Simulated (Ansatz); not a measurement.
## (MgS)3(BeTe)1 [001] superlattice, started as zinc blende: phonons and vibrational spectra

Wanted: phonon frequencies of (MgS)3(BeTe)1 [001] superlattice, started as zinc blende and what follows from them.

Calculated with Ansatz 0.2.0; DFT PBEsol, scalar-relativistic, plane waves, PAW.

The structure was built from a prototype and need not be the compound's stable phase.

## 1. The starting structure

Symmetry: Pmm2, No. 25, orthorhombic system. Conventional cell: a = 3.976 Å, b = 3.976 Å, c = 11.245 Å, α = 90.00°, β = 90.00°, γ = 90.00°. Be has 2 Te at 2.43 Å and 2 S at 2.43 Å nearest. Mg has 2 S at 2.43 Å and 2 Te at 2.43 Å nearest. Nearest to Mg lie 4 S at 2.43 Å. Mg has 4 S at 2.43 Å nearest. Nearest to S lie 4 Mg at 2.43 Å. Nearest to S lie 4 Mg at 2.43 Å. Farther neighbours and most contacts between anions are not listed.

## 2. Rough relaxation

The start is far from rest, so a relaxation with loose tolerances brings it close first.

File input.yaml:

```yaml
crystal:
  lattice:
    - [2.81125, 2.81125, 0.0]
    - [-2.81125, 2.81125, 0.0]
    - [0.0, 0.0, 11.245]
  atoms:
    - { symbol: Be, position: [0.5, 0.5, 0.75] }
    - { symbol: Mg, position: [0.0, 0.0, 0.0] }
    - { symbol: Mg, position: [0.5, 0.5, 0.25] }
    - { symbol: Mg, position: [0.0, 0.0, 0.5] }
    - { symbol: S, position: [0.5, 0.0, 0.125] }
    - { symbol: S, position: [0.0, 0.5, 0.375] }
    - { symbol: S, position: [0.5, 0.0, 0.625] }
    - { symbol: Te, position: [0.0, 0.5, 0.875] }
kpoints:
  mp_grid: { grid: [6, 6, 2] }
hamiltonian:
  xc: pbesol
scf:
  occupations: { method: gaussian, width: 0.1 }
output:
  forces: true
  stress: true
  eigenvalues: true
relax:
  adjacent_minimum: "off"
  f_tol: 0.05
  max_steps: 80
  cell: { stress_tol: 0.5 }
```

Command:

```
ansatz run input.yaml --threads 8 --pin off --max-ram 14336MiB --backend cpu --events-out ev --progress --plain --runs-dir out
```

Numbers of over 12 decimals in the logs are rounded to 6 here.

The log of the run:

```text
The last accepted step is kept in <dir> (removed where the run ends without a failure and the disk answers)
Engine: ansatz 0.2.0, aarch64-unknown-linux-gnu
Pseudopotentials: kind: paw
Pseudopotential: Be, paw, valence charge 2, recommended cutoff 420 eV (normal), Be.paw.azcp
Pseudopotential: Mg, paw, valence charge 10, recommended cutoff 420 eV (normal), Mg.paw.azcp
[...]
- [2.832485, 2.832485, 0]
    - [-2.768830, 2.768830, 0]
    - [0, 0, 11.464202]
  atoms:
    - { symbol: Be, position: [0.5, 0.5, 0.725410] }
    - { symbol: Mg, position: [0, 0, 0.010541] }
    - { symbol: Mg, position: [0.5, 0.5, 0.260817] }
    - { symbol: Mg, position: [0, 0, 0.509849] }
    - { symbol: S, position: [0.500000, 0, 0.133005] }
    - { symbol: S, position: [0, 0.5, 0.382514] }
    - { symbol: S, position: [0.500000, 0, 0.632640] }
    - { symbol: Te, position: [0, 0.5, 0.845225] }
[key lines of the parts left out:]
SCF converged after 3 iterations
Free energy (F): -15391.452951 eV
Fermi energy:    6.303422 eV
P = ⅓ Tr σ = 0.0032 GPa (0.032 kbar)
```

The job ended after 17 s (8 threads of Arm Neoverse V1, shared host; peak memory 0.71 GiB; 2.1 min of CPU time).

Step by step:

```csv
step,energy less that of the first step (eV),largest force component (eV/Å),pressure (GPa),volume (Å³)
1,0.0000,3.2457,2.56,177.74
2,-0.8068,0.7921,0.50,179.59
3,-0.9469,0.1236,0.12,179.48
4,-0.9493,0.0277,0.00,179.82
5*,-0.9494,0.0278,0.00,179.82
```

Relaxation steps marked * repeat the geometry before them on a plane-wave basis chosen anew for their cell, so energy and pressure can jump there.

The run keeps the 4 symmetry operations that it works with, so distortions that break them were not tested.

| conventional cell, symmetrised | before | after | change |
| --- | --- | --- | --- |
| a (Å) | 3.976 | 3.916 | -1.5 % |
| b (Å) | 3.976 | 4.006 | +0.8 % |
| c (Å) | 11.245 | 11.464 | +1.9 % |
| volume (Å³/atom) | 22.22 | 22.48 | +1.2 % |

The atoms that moved most (Å, as changes of fractional coordinates times the final cell):

| atom | dx | dy | dz | length |
| --- | --- | --- | --- | --- |
| Te8 | 0.000 | 0.000 | -0.341 | 0.341 |
| Be1 | 0.000 | 0.000 | -0.282 | 0.282 |
| Mg3 | 0.000 | 0.000 | 0.124 | 0.124 |
| Mg2 | 0.000 | 0.000 | 0.121 | 0.121 |
| Mg4 | 0.000 | 0.000 | 0.113 | 0.113 |
| S5 | 0.000 | 0.000 | 0.092 | 0.092 |
| S7 | 0.000 | 0.000 | 0.088 | 0.088 |
| S6 | 0.000 | 0.000 | 0.086 | 0.086 |

The relaxed structure:

```cif
data_structure
_symmetry_space_group_name_H-M 'P 1'
_symmetry_Int_Tables_number 1
_cell_length_a 4.0057
_cell_length_b 3.9157
_cell_length_c 11.4642
_cell_angle_alpha 90.000
_cell_angle_beta 90.000
_cell_angle_gamma 90.000
_cell_volume 179.82
loop_
_atom_site_label
_atom_site_type_symbol
_atom_site_fract_x
_atom_site_fract_y
_atom_site_fract_z
_atom_site_occupancy
Be1 Be 0.50000 0.50000 0.72541 1
Mg2 Mg 0.00000 0.00000 0.01054 1
Mg3 Mg 0.50000 0.50000 0.26082 1
Mg4 Mg 0.00000 0.00000 0.50985 1
S5 S 0.50000 0.00000 0.13301 1
S6 S 0.00000 0.50000 0.38251 1
S7 S 0.50000 0.00000 0.63264 1
Te8 Te 0.00000 0.50000 0.84522 1
```

This step gave:

| Item | Value |
| --- | --- |
| pressure | 0.003222 GPa |
| gap on the k-mesh | 1.211 eV |
| volume per atom | 22.48 Å³ |
| direct gap on mesh | 1.454 eV |

In this step the volume went from 22.22 to 22.48 Å³/atom.

## 3. Bringing the structure to rest

Harmonic phonons are second derivatives at a point where the forces vanish, and they are wanted at zero stress, so atoms and cell are relaxed first.

File input.yaml:

```yaml
crystal:
  lattice:
    - [2.832484869, 2.832484869, 0.0]
    - [-2.7688303289, 2.7688303289, 0.0]
    - [0.0, 0.0, 11.4642017936]
  atoms:
    - { symbol: Be, position: [0.5, 0.5, 0.7254096346] }
    - { symbol: Mg, position: [0.0, 0.0, 0.0105411516] }
    - { symbol: Mg, position: [0.5, 0.5, 0.260816748] }
    - { symbol: Mg, position: [0.0, 0.0, 0.5098486733] }
    - { symbol: S, position: [0.5, 0.0, 0.1330051547] }
    - { symbol: S, position: [0.0, 0.5, 0.3825139678] }
    - { symbol: S, position: [0.5, 0.0, 0.6326398011] }
    - { symbol: Te, position: [0.0, 0.5, 0.8452248689] }
kpoints:
  mp_grid: { grid: [6, 6, 2] }
hamiltonian:
  xc: pbesol
scf:
  occupations: { method: gaussian, width: 0.02 }
output:
  forces: true
  stress: true
  eigenvalues: true
  write_density: true
  write_potential: true
  elf: true
  volumetric_format: npy
relax:
  adjacent_minimum: "off"
  f_tol: 0.005
  max_steps: 80
  cell: { stress_tol: 0.05 }
```

The log of the run:

```text
[...]
Crystal: 8 atoms, lattice volume = 179.820 Å³
Basis set: ecut = 420 eV, 3555 PW (Γ), exchange–correlation on 54×54×160 points (8 copies of the dense FFT grid, shifted against one another)
Bands: 41, of which v1, the nominal top of the filled ones, is band 33 counted from 1 (32 counted from 0)
Symmetry: 4 space group operations
[...]
k-points: 32 of 72
[...]
SCF iter   1: F=—  HF=-15391.463352 eV  |F-HF|=—  |Δ(HF+E_count)|=         —  Δρ=3.36e-3  dr2=3.57e-2  ethr=1.77e-3  ⟨swp⟩=9.8  Hψ=6729  notcnv=0  defer=1
[...]
SCF iter   7: F=-15391.452951 eV  HF=-15391.452951 eV  |F-HF|=1.20e-8  |Δ(HF+E_count)|=   2.94e-7  Δρ=3.16e-6  dr2=2.85e-8  ethr=1.52e-10  ⟨swp⟩=15.3  Hψ=10273  notcnv=0
SCF 1 converged in 7 iterations: F = -15391.452951 eV  dr2 = 2.85e-8
[...]
relax step   1: F+E_penalty+E_count = -15391.45295071 eV  Δ(F+E_penalty+E_count) = +0.000e0 eV  max|allowed force component| = 2.781e-2 eV/Å  Δτ_max = 0.0000 Å  P = +0.003 GPa  Ω = 179.820 Å³  (7 SCF iters, dr2 threshold 1.00e-7 eV, accepted)
Crystal: 8 atoms, lattice volume = 179.757 Å³
Basis set: ecut = 420 eV, 3547 PW (Γ), exchange–correlation on 54×54×160 points (8 copies of the dense FFT grid, shifted against one another)
[...]
SCF iter   5: F=-15391.453004 eV  HF=-15391.453004 eV  |F-HF|=1.07e-9  |Δ(HF+E_count)|=   1.59e-8  Δρ=1.07e-6  dr2=3.24e-9  ethr=7.32e-11  ⟨swp⟩=9.6  Hψ=8270  notcnv=0
SCF 2 converged in 5 iterations: F = -15391.453004 eV  dr2 = 3.24e-9
relax step   2: F+E_penalty+E_count = -15391.45300386 eV  Δ(F+E_penalty+E_count) = -5.316e-5 eV  max|allowed force component| = 1.598e-2 eV/Å  Δτ_max = 0.0039 Å  P = +0.025 GPa  Ω = 179.757 Å³  energy of the carried Pulay correction = +3.421e-6 eV  (5 SCF iters, dr2 threshold 4.83e-8 eV, accepted)
Crystal: 8 atoms, lattice volume = 179.821 Å³
[...]
SCF iter   4: F=-15391.453045 eV  HF=-15391.453045 eV  |F-HF|=1.13e-9  |Δ(HF+E_count)|=   4.59e-9  Δρ=2.05e-6  dr2=1.42e-8  ethr=2.42e-11  ⟨swp⟩=8.1  Hψ=8934  notcnv=0
SCF 3 converged in 4 iterations: F = -15391.453045 eV  dr2 = 1.42e-8
relax step   3: F+E_penalty+E_count = -15391.45304453 eV  Δ(F+E_penalty+E_count) = -4.067e-5 eV  max|allowed force component| = 3.303e-3 eV/Å  Δτ_max = 0.0015 Å  P = +0.002 GPa  Ω = 179.821 Å³  energy of the carried Pulay correction = -5.751e-8 eV  (4 SCF iters, dr2 threshold 1.60e-8 eV, accepted)
[...]
SCF iter   5: F=-15391.453044 eV  HF=-15391.453044 eV  |F-HF|=1.78e-10  |Δ(HF+E_count)|=   1.47e-9  Δρ=1.36e-7  dr2=1.44e-11  ethr=1.00e-12  ⟨swp⟩=7.3  Hψ=6100  notcnv=0
SCF 4 converged in 5 iterations: F = -15391.453044 eV  dr2 = 1.44e-11
relax step   4: F+E_penalty+E_count = -15391.45304446 eV  Δ(F+E_penalty+E_count) = +6.846e-8 eV  max|allowed force component| = 3.296e-3 eV/Å  Δτ_max = 0.0000 Å  P = +0.002 GPa  Ω = 179.821 Å³  stress off target by 1.08e-2 GPa  SCF on the basis re-selected at this cell (its energy is not comparable with the rows above)  (5 SCF iters)
basis re-selected at this cell: Δ(F+E_penalty+E_count) = +6.846e-8 eV, ΔP = +0.000 GPa vs the last step (what re-selecting the basis moved, of the pressure what is left beyond the Pulay correction that the steps carried, after the strain that the cell walked since its last selection, with what the two solves' SCF thresholds leave and, on support functions, any second-order correction that the steps lacked; it is no m [...]
SCF converged after 5 iterations
Free energy (F): -15391.453044 eV
[...]
Internal energy: -15391.453044 eV  (E = F + TS)
E sigma→0 (E₀):  -15391.453044 eV
Fermi energy:    6.302498 eV
[...]
--- Forces (eV/Å), atoms counted from 1 ---
  atom   1  Be     0.00000000     0.00000000    -0.00186170
  atom   2  Mg    -0.00000000    -0.00000000     0.00074425
  atom   3  Mg     0.00000000     0.00000000    -0.00166373
  atom   4  Mg     0.00000000     0.00000000    -0.00195049
  atom   5  S      0.00000000    -0.00000000     0.00101916
  atom   6  S      0.00000000     0.00000000     0.00149245
  atom   7  S     -0.00000000    -0.00000000     0.00329627
  atom   8  Te     0.00000000    -0.00000000    -0.00107520
  max |Σ_I F_I| component: 1.00e-6 eV/Å
--- Stress (GPa, compression-positive) ---
       -0.001991       0.003556       0.000000
        0.003556      -0.001991       0.000000
        0.000000       0.000000       0.010801
  P = ⅓ Tr σ = 0.0023 GPa (0.023 kbar)
--- Band table (eV; the first three rows and the last of 32) ---
  k-point 0: bands = [... 29 lower, 3.4747, 4.1243, 4.6896, 5.4509, 6.9096, 7.6131, 8.3191, 8.7688, ... 4 higher]
  k-point 1: bands = [... 29 lower, 3.5010, 3.5317, 4.6677, 5.4395, 7.3499, 7.7211, 8.0812, 8.7082, ... 4 higher]
  k-point 2: bands = [... 29 lower, 3.3263, 3.9180, 4.5082, 4.6723, 7.6144, 8.1371, 8.7037, 9.4752, ... 4 higher]
  k-point 31: bands = [... 29 lower, 2.4123, 2.4142, 2.9231, 2.9652, 7.7038, 7.9714, 8.5437, 8.5615, ... 4 higher]
--- Relaxed structure (3 steps of the walk, 3 accepted, 1 SCFs on fresh bases) ---
[...]
cell:  # Å, volume = 179.8210 Å³
    - [2.831942, 2.831942, 0]
    - [-2.766714, 2.766714, 0]
    - [0, 0, 11.475239]
  atoms:
    - { symbol: Be, position: [0.5, 0.5, 0.725547] }
    - { symbol: Mg, position: [0, 0, 0.010275] }
    - { symbol: Mg, position: [0.5, 0.5, 0.260777] }
    - { symbol: Mg, position: [0, 0, 0.509918] }
    - { symbol: S, position: [0.5, 0, 0.132957] }
    - { symbol: S, position: [0, 0.500000, 0.382570] }
    - { symbol: S, position: [0.5, 0, 0.632686] }
    - { symbol: Te, position: [0, 0.500000, 0.845271] }
```

Elapsed: 15 s, on 8 threads; peak memory 0.73 GiB.

Little changed from the start: no atom moved by 0.005 Å and no cell edge by 0.1 %.

This step gave:

```yaml
pressure: 0.002273 GPa
gap_on_the_k_mesh: 1.214 eV
direct_gap_on_mesh: 1.459 eV
```

ELF in the ac plane at fractional y = 0.500, with atoms of Be and Mg and S and Te within 0.2 Å of it. It is the smooth field of the valence electrons, not physical close to the nuclei.

Values, 24 rows by 14 columns, each cell a mean:
```
0.70 0.68 0.61 0.48 0.26 0.11 0.03 0.02 0.05 0.14 0.35 0.52 0.65 0.69
0.53 0.55 0.58 0.59 0.48 0.27 0.07 0.04 0.13 0.32 0.55 0.59 0.57 0.54
0.13 0.21 0.41 0.51 0.57 0.44 0.17 0.11 0.27 0.50 0.56 0.49 0.34 0.18
0.01 0.03 0.28 0.49 0.65 0.62 0.35 0.26 0.46 0.66 0.59 0.46 0.15 0.02
0.13 0.21 0.44 0.63 0.81 0.77 0.47 0.35 0.60 0.80 0.75 0.58 0.34 0.18
0.50 0.55 0.68 0.81 0.84 0.65 0.17 0.07 0.33 0.73 0.85 0.78 0.62 0.53
0.56 0.59 0.63 0.64 0.50 0.19 0.01 0.00 0.04 0.28 0.58 0.64 0.62 0.58
0.20 0.21 0.21 0.22 0.19 0.13 0.07 0.07 0.09 0.14 0.21 0.22 0.21 0.20
0.03 0.04 0.05 0.07 0.11 0.14 0.17 0.18 0.16 0.14 0.10 0.07 0.04 0.03
0.02 0.02 0.02 0.03 0.05 0.07 0.08 0.09 0.08 0.06 0.04 0.03 0.02 0.02
0.15 0.12 0.07 0.04 0.02 0.02 0.03 0.03 0.03 0.02 0.03 0.04 0.09 0.13
0.58 0.53 0.37 0.21 0.07 0.03 0.01 0.01 0.02 0.04 0.12 0.25 0.45 0.55
0.83 0.81 0.74 0.61 0.35 0.15 0.03 0.02 0.06 0.19 0.46 0.65 0.78 0.82
0.62 0.71 0.80 0.78 0.62 0.37 0.09 0.05 0.18 0.44 0.70 0.79 0.78 0.68
0.05 0.30 0.79 0.85 0.77 0.55 0.16 0.09 0.29 0.63 0.82 0.85 0.64 0.19
0.47 0.67 0.88 0.89 0.70 0.32 0.08 0.06 0.13 0.41 0.82 0.89 0.83 0.60
0.84 0.86 0.86 0.70 0.20 0.18 0.33 0.35 0.29 0.14 0.38 0.77 0.86 0.85
0.66 0.65 0.54 0.21 0.11 0.37 0.32 0.24 0.38 0.30 0.07 0.31 0.62 0.66
0.23 0.21 0.14 0.05 0.05 0.22 0.36 0.36 0.33 0.16 0.03 0.07 0.17 0.21
0.03 0.03 0.04 0.05 0.04 0.04 0.06 0.06 0.05 0.04 0.05 0.05 0.04 0.03
0.02 0.02 0.03 0.05 0.07 0.08 0.08 0.09 0.08 0.08 0.06 0.04 0.03 0.02
0.03 0.03 0.03 0.03 0.04 0.05 0.05 0.06 0.05 0.05 0.04 0.03 0.03 0.03
0.12 0.10 0.06 0.04 0.03 0.03 0.03 0.03 0.02 0.03 0.03 0.04 0.08 0.11
0.46 0.41 0.28 0.16 0.06 0.03 0.02 0.01 0.02 0.03 0.09 0.19 0.34 0.43
```
Columns run along a (4.0 Å), rows up along c (11.5 Å). Atoms in or near the plane, at fractional coordinates: Be at (0.50, 0.73), Mg at (0.50, 0.26), S at (0.00, 0.38), Te at (0.00, 0.85).

Valence density in the ac plane at fractional y = 0.500, with atoms of Be and Mg and S and Te within 0.2 Å of it. It is the smooth field of the valence electrons, not physical close to the nuclei.

Ten steps, logarithmic in the rise over the least value, from '_' (0 e/Å³) to '@' (25 e/Å³), each cell a mean:
```
....____________________....
--::::..____________....::::
##**==::..__________..::++**
%%%%++--....______..::--**%%
##**==::::..........::--++**
::::::::......__......::::::
............______..........
____________________________
____________________________
____________________________
____________________________
____________________________
::::....______________....::
----::::..__________..::----
..----::..________..::----::
------::....______..::::----
::::::....--****++::....::::
....____..++@@@@%%==..____..
__________--**##++::________
______________..____________
____________________________
____________________________
____________________________
____________________________
```
Columns run along a (4.0 Å), rows up along c (11.5 Å). Atoms in or near the plane, at fractional coordinates: Be at (0.50, 0.73), Mg at (0.50, 0.26), S at (0.00, 0.38), Te at (0.00, 0.85).

Electrostatic potential energy in the ac plane at fractional y = 0.500, with atoms of Be and Mg and S and Te within 0.2 Å of it. With pseudopotentials it is smooth inside the atoms' cores, unlike the true potential.

Ten even steps from '_' (-36 eV) to '@' (10 eV), each cell a mean:
```
@@@@@@@@@@@@@@@@@@@@@@@@@@@@
++**##%%@@@@@@@@@@@@@@%%****
@@%%++**%%@@@@@@@@@@##++**%%
@@@@%%++%%@@@@@@@@@@**++@@@@
@@%%++++%%%%%%%%%%%%##++**%%
++**##%%##++::..--**%%%%**++
@@@@@@%%##--______==%%%%@@@@
@@@@@@@@%%**==--==##%%@@@@@@
@@@@@@@@@@%%%%%%%%@@@@@@@@@@
@@@@@@@@@@@@@@@@@@@@@@@@@@@@
@@@@@@@@@@@@@@@@@@@@@@@@@@@@
@@@@@@@@@@@@@@@@@@@@@@@@@@@@
##%%@@@@@@@@@@@@@@@@@@@@%%##
..::++%%@@@@@@@@@@@@@@##--..
::..::**@@@@@@@@@@@@%%++__..
....==##%%%%######%%%%**::..
**##%%%%##==....::++##%%##**
@@@@@@%%++..______::##%%@@@@
@@@@@@%%##==..__::++##%%@@@@
@@@@@@@@%%%%######%%%%@@@@@@
@@@@@@@@@@@@@@@@@@@@@@@@@@@@
@@@@@@@@@@@@@@@@@@@@@@@@@@@@
@@@@@@@@@@@@@@@@@@@@@@@@@@@@
@@@@@@@@@@@@@@@@@@@@@@@@@@@@
```
Columns run along a (4.0 Å; values clipped at the 3rd and 97th percentile), rows up along c (11.5 Å). Atoms in or near the plane, at fractional coordinates: Be at (0.50, 0.73), Mg at (0.50, 0.26), S at (0.00, 0.38), Te at (0.00, 0.85).

In this step the volume went from 22.48 to 22.48 Å³/atom.

## 4. Relaxing to small forces for the phonons

Phonons need a cell at rest on their own settings, so the relaxation is repeated with tight tolerances on forces and stress, using the mesh and the filling of the phonon run that follows.

File input.yaml:

```yaml
crystal:
  lattice:
    - [2.8319420466, 2.8319420466, 0.0]
    - [-2.7667137096, 2.7667137096, 0.0]
    - [0.0, 0.0, 11.4752391407]
  atoms:
    - { symbol: Be, position: [0.5, 0.5, 0.725546623] }
    - { symbol: Mg, position: [0.0, 0.0, 0.0102751559] }
    - { symbol: Mg, position: [0.5, 0.5, 0.2607771091] }
    - { symbol: Mg, position: [0.0, 0.0, 0.5099179035] }
    - { symbol: S, position: [0.5, 0.0, 0.1329567586] }
    - { symbol: S, position: [0.0, 0.5, 0.3825695838] }
    - { symbol: S, position: [0.5, 0.0, 0.6326855022] }
    - { symbol: Te, position: [0.0, 0.5, 0.845271364] }
kpoints:
  mp_grid: { grid: [8, 8, 2] }
hamiltonian:
  xc: pbesol
scf:
  occupations: { method: fixed }
output:
  forces: true
  stress: true
  eigenvalues: true
relax:
  adjacent_minimum: "off"
  f_tol: 0.001
  max_steps: 60
  cell: { stress_tol: 0.01 }
```

The log of the run:

```text
[...]
Crystal: 8 atoms, lattice volume = 179.821 Å³
Basis set: ecut = 420 eV, 3547 PW (Γ), exchange–correlation on 54×54×160 points (8 copies of the dense FFT grid, shifted against one another)
Bands: 41, of which v1, the nominal top of the filled ones, is band 33 counted from 1 (32 counted from 0)
Symmetry: 4 space group operations
[...]
k-points: 50 of 128
[...]
- [-2.765144, 2.765144, 0]
    - [0, 0, 11.484994]
  atoms:
    - { symbol: Be, position: [0.500000, 0.5, 0.725533] }
    - { symbol: Mg, position: [0, 0, 0.010248] }
    - { symbol: Mg, position: [0.500000, 0.5, 0.260756] }
    - { symbol: Mg, position: [0, 0, 0.509921] }
    - { symbol: S, position: [0.500000, 0, 0.132941] }
    - { symbol: S, position: [0, 0.500000, 0.382578] }
    - { symbol: S, position: [0.500000, 0, 0.632742] }
    - { symbol: Te, position: [0, 0.500000, 0.845280] }
[key lines of the parts left out:]
SCF converged after 5 iterations
Free energy (F): -15391.456542 eV
Fermi energy:    5.704568 eV
P = ⅓ Tr σ = 0.0038 GPa (0.038 kbar)
```

Elapsed: 21 s, on 8 threads; peak memory 0.8 GiB.

Little changed from the start: no atom moved by 0.005 Å and no cell edge by 0.1 %.

Numbers from this step:

```yaml
pressure: 0.003770 GPa
gap_on_the_k_mesh: 1.208 eV
volume_per_atom: 22.47 Å³
direct_gap_on_mesh: 1.455 eV
```

The largest force component left is 0.81 meV/Å and the pressure is 0.004 GPa, within the tolerances set. The cell now holds 22.47 Å³/atom.

(Part 1 of 3 ends here.)

[Logs are printed without paths, hosts, clocks, repeated set-up lines and the standing remarks that a program may print on its own settings, such as how far it seeks lower states.]

[Hosts, paths, dates, database ids (printed as entryN), source tags and the programs' standing remarks are cut or masked in the printed files.]
